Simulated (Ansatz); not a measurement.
# ZnPS3 (C2/m): a many-body input that goes wrong, and its mend

A first try at the G0W0 gap of ZnPS3 (C2/m), what the program said, and an input that works.

Program: Ansatz 0.2.0. Level of theory: G0W0 on LDA, plane waves, PAW. Results are calculated unless marked as measured.

### Step 1. The starting structure

Symmetry: C2/m, No. 12, monoclinic system. Conventional cell: a = 5.848 Å, b = 10.137 Å, c = 6.591 Å, α = 90.00°, β = 107.04°, γ = 90.00°. Nearest to Zn lie 6 S at 2.50 to 2.51 Å. P has 3 S at 2.03 Å and 1 P at 2.19 Å nearest. Nearest to S lie 1 P at 2.03 Å and 2 Zn at 2.50 Å. Nearest to S lie 1 P at 2.03 Å and 2 Zn at 2.51 Å. Farther neighbours and most contacts between anions are not listed.

Coordinates:

```cif
data_structure
_symmetry_space_group_name_H-M 'P 1'
_symmetry_Int_Tables_number 1
_cell_length_a 5.8516
_cell_length_b 5.8516
_cell_length_c 6.5907
_cell_angle_alpha 98.419
_cell_angle_beta 98.419
_cell_angle_gamma 120.038
_cell_volume 186.79
loop_
_atom_site_label
_atom_site_type_symbol
_atom_site_fract_x
_atom_site_fract_y
_atom_site_fract_z
_atom_site_occupancy
Zn1 Zn 0.66748 0.33252 0.00000 1
Zn2 Zn 0.33252 0.66748 0.00000 1
P3 P 0.94204 0.94204 0.82653 1
P4 P 0.05796 0.05796 0.17347 1
S5 S 0.58015 0.91642 0.74876 1
S6 S 0.08358 0.41985 0.25124 1
S7 S 0.74659 0.74659 0.25059 1
S8 S 0.25341 0.25341 0.74941 1
S9 S 0.41985 0.08358 0.25124 1
S10 S 0.91642 0.58015 0.74876 1
```

The structure was relaxed with LDA. The runs that relaxed it are not among those shown. The default PAW set here is soft_2. Its files were made with PBE.

### Step 2. First try

File input.yaml:

```yaml
crystal:
  lattice:
    - [2.9241439516, -5.0686337764, 0.0002131003]
    - [2.9241439516, 5.0686337764, 0.0002131003]
    - [-1.9314010456, 0.0, 6.30138264]
  atoms:
    - { symbol: Zn, position: [0.6674819479, 0.3325180521, 0.0] }
    - { symbol: Zn, position: [0.3325180521, 0.6674819479, 0.0] }
    - { symbol: P, position: [0.9420357264, 0.9420357264, 0.8265338672] }
    - { symbol: P, position: [0.0579642736, 0.0579642736, 0.1734661328] }
    - { symbol: S, position: [0.5801548021, 0.9164201668, 0.7487598531] }
    - { symbol: S, position: [0.0835798332, 0.4198451979, 0.2512401469] }
    - { symbol: S, position: [0.7465943414, 0.7465943414, 0.2505942246] }
    - { symbol: S, position: [0.2534056586, 0.2534056586, 0.7494057754] }
    - { symbol: S, position: [0.4198451979, 0.0835798332, 0.2512401469] }
    - { symbol: S, position: [0.9164201668, 0.5801548021, 0.7487598531] }
kpoints:
  mp_grid: { grid: [2, 2, 2] }
hamiltonian:
  xc: lda
scf:
  occupations: { method: fixed }
gw:
  n_empty_bands: 197
  ecut_chi: 60
  qp_bands: [v3, c3]
  qp_kpoints: band_edges
  screening: { model: contour_deformation }
  static_remainder: true
```

Run with:

```
> ansatz run input.yaml --threads 8 --pin off --max-ram 55296MiB --backend cuda --events-out ev --progress --plain --runs-dir out --devices 1 --max-vram 24GiB
```

Numbers of over 12 decimals in the logs are rounded to 6 here.

Output:

```text
Error: gw.static_remainder: true with hamiltonian.pseudopotentials.kind: paw|paw_fr|all_electron — the remainder's closure is formed of plane waves alone, without the terms of the atoms; leave out gw.static_remainder, or use kind: nc
```

Elapsed: 0.04 s, on 8 threads of AMD EPYC 7R13 (Zen 3), shared host; peak memory 0.044 GiB.

Q: What is the fault?

The input was rejected at the start.

The program's message: “Error: gw.static_remainder: true with hamiltonian.pseudopotentials.kind: paw|paw_fr|all_electron — the remainder's closure is formed of plane waves alone, without the terms of the atoms; leave out gw. …”

The fault: static remainder on PAW. The remainder's closure is built from plane waves alone and lacks the terms inside the atoms.

### Step 3. A better input

G0W0 replaces the xc potential by the self-energy, built once from these orbitals. Only a window of levels is corrected, while the sums run over the empty bands that the input names.

input.yaml, as its differences from that of step 2:

```diff
@@ -23,4 +23,4 @@
 gw:
-  n_empty_bands: 197
-  ecut_chi: 60
+  n_empty_bands: 362
+  ecut_chi: 90
   qp_bands: [v3, c3]
@@ -28,2 +28 @@
   screening: { model: contour_deformation }
-  static_remainder: true
```

Output:

```text
GPUs: using 1 of 1 available (devices: 1).
[...]
device memory: the entry about to start is reckoned to put 5.0 GiB on a device that reports 78.6 GiB free (of which the cap on the GPU budget leaves the run 24.0 GiB)
GPU FFT provider: cuFFT
GPU libraries: cuBLAS 13.8.2, cuFFT 12.4.0, cuSOLVER 12.3.4
Crystal: 10 atoms, lattice volume = 186.795 Å³
Basis set: ecut = 420 eV, 3641 PW (Γ)
Bands: 45, of which v1, the nominal top of the filled ones, is band 35 counted from 1 (34 counted from 0)
Symmetry: 4 space group operations
[...]
k-points: 6 of 8
[...]
GPU buffer pool allocated for 72000 grid points (all kernels)
GPU transforms: local potential and band sums: pruned to the plane-wave sphere, on 40×40×45
[...]
SCF iter   1: F=—  HF=-13165.737611 eV  |F-HF|=—  |Δ(HF+E_count)|=         —  Δρ=6.14e-3  dr2=6.23e-2  ethr=1.77e-3  ⟨swp⟩=5.8  Hψ=1183  notcnv=0  defer=43
[...]
0    33      5.3827   -18.8642     2.4437   -16.0625  0.7520     5.0228     5.0248  root
     0    34      5.7989   -20.5927     2.5221   -17.6646  0.7548     5.3905     5.3929  root
     0    35      5.8497   -20.6701     2.5206   -17.7446  0.7547     5.4426     5.4449  root
     0    36      8.2927   -10.0415    -4.4194   -15.3214  0.7773     9.1631     9.1531  root
     0    37      9.4105    -9.8618    -4.7255   -15.4820  0.7630    10.3196    10.3052  root
     0    38      9.5133    -8.3269    -4.3945   -13.4759  0.7752    10.2763    10.2677  root
     1    33      5.3084   -18.8843     2.4993   -16.0112  0.7508     4.9324     4.9347  root
     1    34      5.8659   -20.6045     2.4838   -17.7242  0.7556     5.4671     5.4693  root
[...]
5    35      5.8063   -20.4553     2.6792   -17.3277  0.7517     5.3549     5.3580  root
     5    36      8.9655    -9.3428    -4.2612   -14.4064  0.7784     9.7770     9.7680  root
     5    37      9.1431    -9.6325    -4.3167   -14.7425  0.7678     9.9461     9.9365  root
     5    38      9.4854   -10.2785    -4.4909   -15.6125  0.7612    10.3409    10.3285  root
[key lines of the parts left out:]
SCF converged after 8 iterations
Free energy (F): -13165.719271 eV
Fermi energy:    6.161975 eV
```

Wall time 3.6 s (1 × NVIDIA H100 80GB HBM3 with 8 threads); peak memory 1.4 GiB.

In the SCF lines HF is the Harris–Foulkes energy and dr2 the Hartree energy of the density residual, in eV; the loop may stop once dr2 is under the threshold and the program's other checks hold. Hψ counts applications of the Hamiltonian.

Numbers from this step:

```yaml
bands_summed: 397
rpa_eps_infinity_on_this_mesh_eigenvalues: 5.492, 9.828, 9.880
plane_waves_in_the_screening_matrix: 365
q_points_in_the_mesh: 8
g0w0_gap_on_the_mesh: 3.410 eV
k_of_the_valence_top: -0.5, -0.5, 0
k_of_the_conduction_bottom: 0, 0, 0
starting_gap_on_the_mesh: 2.131 eV
z_at_the_valence_top: 0.7540
z_at_the_conduction_bottom: 0.7773
least_direct_g0w0_gap_on_the_computed_points: 3.586 eV
```

The gap on the mesh goes from 2.13 eV to 3.41 eV, a correction of +1.28 eV. Between the two edge states, bare exchange in place of the xc potential would open the gap by 8.27 eV, and correlation takes back 6.99 eV.

### Step 4. Outcome

| Property | Result |
| --- | --- |
| first try | refused after 0.04 s |
| better run | G0W0 gap on the mesh 3.41 eV (2×2×2 mesh, 362 empty bands, screening to 90 eV) |

In words: The second run differs in: empty bands, screening cutoff (eV) and static remainder. Bands and cutoff are finite, so the gap is not at the basis limit. The miss can reach some tenths of an eV and take either sign; the mesh is an error of its own. The 2×2×2 mesh is coarse for this cell (its supercell is 12 Å along the shortest edge). The RPA ε∞ on it, from the LDA start, is 5.49, 9.83 and 9.88; such meshes misread the long-range screening, most where the gap is narrow.

[Paths, hosts, dates, memory and timing lines, banners, echoed tables and standing remarks are left out of the program output.]

[Logs are printed without paths, hosts, clocks, repeated set-up lines and the standing remarks that a program may print on its own settings, such as how far it seeks lower states.]

[Runs of the session that timed out or met a known fault of the program may be left out.]

[Cells called generated may have been cut or substituted from an entry of the Crystallography Open Database or the Materials Project.]

[Hosts, paths, dates, database ids (printed as entryN), source tags and the programs' standing remarks are cut or masked in the printed files.]
